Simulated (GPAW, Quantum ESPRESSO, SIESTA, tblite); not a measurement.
# C(100)/TiO2(101) interface (120 atoms): atom by atom

The starting structure: Diamond-structure C(100), 3 repeat layers, 12 surface cells, strained +1.49 and +0.04 %; anatase TiO2(101), 2 layers, 2 cells, +0.00 and +0.00 %; outer planes 1.29 Å apart, 12 Å of vacuum above; not relaxed, displaced by a Gaussian of 0.02 Å. Then every atom was moved at random, 0.05 Å r.m.s. a Cartesian component.

This is the built cell with every atom moved at random. Method: Kohn-Sham DFT, PBE, PAW, atomic orbitals (dzp); LCAO dzp; h 0.18 Å; levels smeared at 580 K (GPAW 26.7.0); Γ point.

Extended XYZ; positions in Å, forces in eV/Å:

```xyz
120
Lattice="10.239 0.000 0.000 0.000 7.570 0.000 0.000 0.000 23.581" Properties=species:S:1:pos:R:3:forces:R:3 pbc="T T T"
C 7.570 5.119 5.982 5.826 -0.313 0.490
C 6.362 2.463 6.892 1.176 0.722 -2.257
C 6.342 3.756 7.702 1.670 -0.584 2.121
C 7.680 3.738 8.637 -1.411 2.901 -1.402
C 7.604 2.612 9.540 3.978 -3.408 1.458
C 6.441 5.064 10.374 -1.229 -0.299 -2.912
C 7.763 2.525 6.140 -3.801 -0.697 -0.886
C 6.374 7.492 6.832 0.916 1.539 0.411
C 6.395 1.218 7.771 1.962 0.079 -0.813
C 7.762 1.227 8.635 -4.384 1.818 2.392
C 7.686 0.069 9.587 -0.441 -3.043 3.043
C 6.451 2.597 10.391 -3.230 1.128 -0.262
C 7.756 7.565 6.025 -2.651 -0.103 1.095
C 6.515 4.979 6.853 -6.574 1.429 0.139
C 6.312 6.314 7.793 1.845 -1.547 -1.218
C 7.558 6.305 8.665 2.962 0.751 0.365
C 7.686 5.030 9.478 -0.911 0.039 2.697
C 6.408 7.538 10.469 -1.163 -0.859 -2.971
C 5.185 5.026 6.002 -1.682 0.261 0.955
C 3.887 2.464 6.898 -1.512 1.966 -2.178
C 3.862 3.805 7.714 -2.152 -0.818 1.352
C 5.026 3.844 8.619 3.995 -2.701 -0.952
C 5.152 2.528 9.529 -0.336 1.091 1.778
C 3.933 5.019 10.349 -2.403 1.931 -0.479
C 5.078 2.496 6.024 1.987 -0.739 0.604
C 3.778 0.043 6.809 2.155 -0.379 0.998
C 3.933 1.240 7.760 -3.131 0.477 0.138
C 5.137 1.220 8.613 0.421 0.976 1.274
C 5.216 7.561 9.415 -0.302 -2.487 5.862
C 3.820 2.434 10.378 -1.388 -1.614 0.369
C 5.119 0.030 6.117 -1.007 0.538 -2.150
C 3.789 5.073 6.905 0.806 0.683 -3.579
C 3.830 6.438 7.738 -2.433 -4.930 0.609
C 5.012 6.233 8.623 2.494 4.295 -1.046
C 5.126 5.046 9.470 0.489 -0.739 2.983
C 3.855 7.561 10.545 -3.658 2.104 -2.980
C 2.478 5.104 6.133 1.775 0.443 -0.486
C 1.326 2.651 6.956 -1.985 -4.891 -4.251
C 1.208 3.832 7.788 2.541 0.430 0.855
C 2.622 3.789 8.631 -2.575 -0.639 1.101
C 2.564 2.428 9.548 -0.487 3.239 1.253
C 1.158 4.983 10.420 6.879 -0.632 1.830
C 2.566 2.432 6.048 -0.344 0.037 1.782
C 1.236 7.551 6.952 0.033 0.327 -2.894
C 1.280 1.248 7.739 -0.215 1.731 1.464
C 2.595 1.232 8.640 -0.829 2.701 -1.969
C 2.448 0.137 9.497 2.813 -6.221 4.193
C 1.252 2.599 10.513 0.534 -0.966 -4.336
C 2.479 0.039 6.135 0.107 0.315 -1.174
C 1.230 5.081 6.905 -0.312 -0.288 -1.571
C 1.284 6.301 7.835 -2.835 0.382 -1.808
C 2.497 6.256 8.608 2.436 3.024 3.048
C 2.578 5.041 9.552 -0.034 -0.763 1.863
C 1.327 0.105 10.461 -3.043 0.855 -3.335
C 10.200 5.102 6.017 -0.319 0.030 1.735
C 8.950 2.564 6.939 1.542 -2.481 -0.946
C 8.942 3.788 7.760 -0.155 0.178 1.736
C 10.201 3.816 8.643 0.202 -1.738 0.717
C 0.028 2.470 9.496 0.090 1.535 3.222
C 8.913 5.047 10.457 -2.492 -0.670 -2.352
C 10.175 2.574 6.076 2.285 0.054 0.762
C 8.927 0.016 6.927 1.327 -1.782 -1.726
C 8.980 1.229 7.874 0.583 0.939 -3.205
C 10.237 1.207 8.681 1.116 2.859 -1.454
C 10.196 0.076 9.543 1.582 -4.301 4.746
C 9.013 2.614 10.358 -3.607 2.082 -0.804
C 10.194 7.529 6.011 0.351 -0.387 2.322
C 8.934 4.988 6.916 -0.640 2.312 -4.066
C 8.922 6.221 7.790 -0.410 2.133 -0.278
C 10.205 6.261 8.619 -0.035 1.848 2.952
C 0.110 5.024 9.576 -6.261 0.453 -1.142
C 8.911 7.453 10.621 -0.098 -0.036 -4.623
Ti 5.047 7.106 12.387 3.525 0.076 -0.333
Ti 10.191 5.191 12.477 1.441 0.965 -0.384
Ti 7.325 5.196 13.282 -0.195 0.384 1.421
Ti 2.169 7.010 13.320 0.619 1.945 2.075
O 6.914 7.004 13.151 0.334 1.345 0.326
O 1.854 5.246 13.174 -0.611 -1.913 -0.198
O 9.194 5.280 14.008 -0.125 -0.148 0.502
O 4.091 7.035 14.087 -0.043 0.218 -1.170
O 0.431 7.133 12.553 -1.341 -1.555 0.453
O 5.455 5.236 12.673 -0.832 -0.860 -0.288
O 8.369 5.160 11.732 2.652 -0.879 -1.774
O 3.244 7.129 11.742 1.276 0.650 -2.252
Ti 3.743 7.142 15.877 -3.136 -0.503 2.131
Ti 8.788 5.256 16.000 -0.871 -2.594 0.796
Ti 5.895 5.220 16.724 3.974 -0.129 -0.329
Ti 0.804 7.045 16.890 5.092 0.667 -1.180
O 5.662 7.125 16.769 -1.118 -0.847 0.478
O 0.539 5.229 16.594 -0.392 -0.688 1.244
O 7.781 5.213 17.517 -2.060 -0.119 0.669
O 2.689 7.066 17.603 -2.732 0.185 -1.102
O 9.112 7.026 16.051 1.753 2.402 0.676
O 3.961 5.242 16.102 2.264 -0.822 0.768
O 7.020 5.241 15.248 -2.265 -0.262 -0.659
O 1.828 7.111 15.197 -0.616 0.318 0.919
Ti 5.009 3.313 12.462 3.376 0.316 1.483
Ti 10.222 1.417 12.352 1.175 -0.532 0.157
Ti 7.254 1.469 13.390 0.249 -0.353 -1.080
Ti 2.078 3.296 13.251 1.047 -0.936 2.468
O 6.952 3.338 13.154 -0.104 0.050 0.077
O 1.764 1.402 13.119 0.745 0.747 0.493
O 9.086 1.402 14.020 1.587 -0.171 -0.488
O 4.147 3.366 14.075 -0.686 -0.260 -0.167
O 0.311 3.304 12.528 -0.736 1.143 1.609
O 5.513 1.441 12.595 -1.832 -0.449 0.381
O 8.373 1.462 11.736 2.476 0.019 -4.458
O 3.335 3.339 11.703 0.433 -1.524 -3.756
Ti 3.751 3.320 16.070 -3.452 -0.037 -1.249
Ti 8.815 1.357 15.927 -1.454 1.552 1.231
Ti 5.895 1.388 16.932 5.126 0.249 -1.025
Ti 0.810 3.296 16.969 2.290 -0.045 -3.246
O 5.530 3.237 16.730 0.438 1.421 1.195
O 0.395 1.452 16.652 0.691 -0.714 1.341
O 7.787 1.433 17.608 -2.246 -0.116 -1.371
O 2.636 3.327 17.566 -1.436 -0.122 0.417
O 9.198 3.330 16.020 1.020 -0.246 0.732
O 4.055 1.371 16.104 1.006 1.055 0.560
O 6.995 1.459 15.130 -2.327 -0.261 3.851
O 1.881 3.268 15.187 -0.518 0.010 0.559
```

The main run has no spin polarisation, so any moments at edges, vacancies or dangling bonds can't form in it. Only the Γ point is sampled, in a cell whose shortest periodic width is 8 Å.

The r.m.s. force component is 1.99 eV/Å; the longest force, 8.01 eV/Å, acts on C47.

[Logs are printed without paths, hosts, clocks, repeated set-up lines and the standing remarks that a program may print on its own settings, such as how far it seeks lower states.]

[Hosts, paths, dates, database ids (printed as entryN), source tags and the programs' standing remarks are cut or masked in the printed files.]
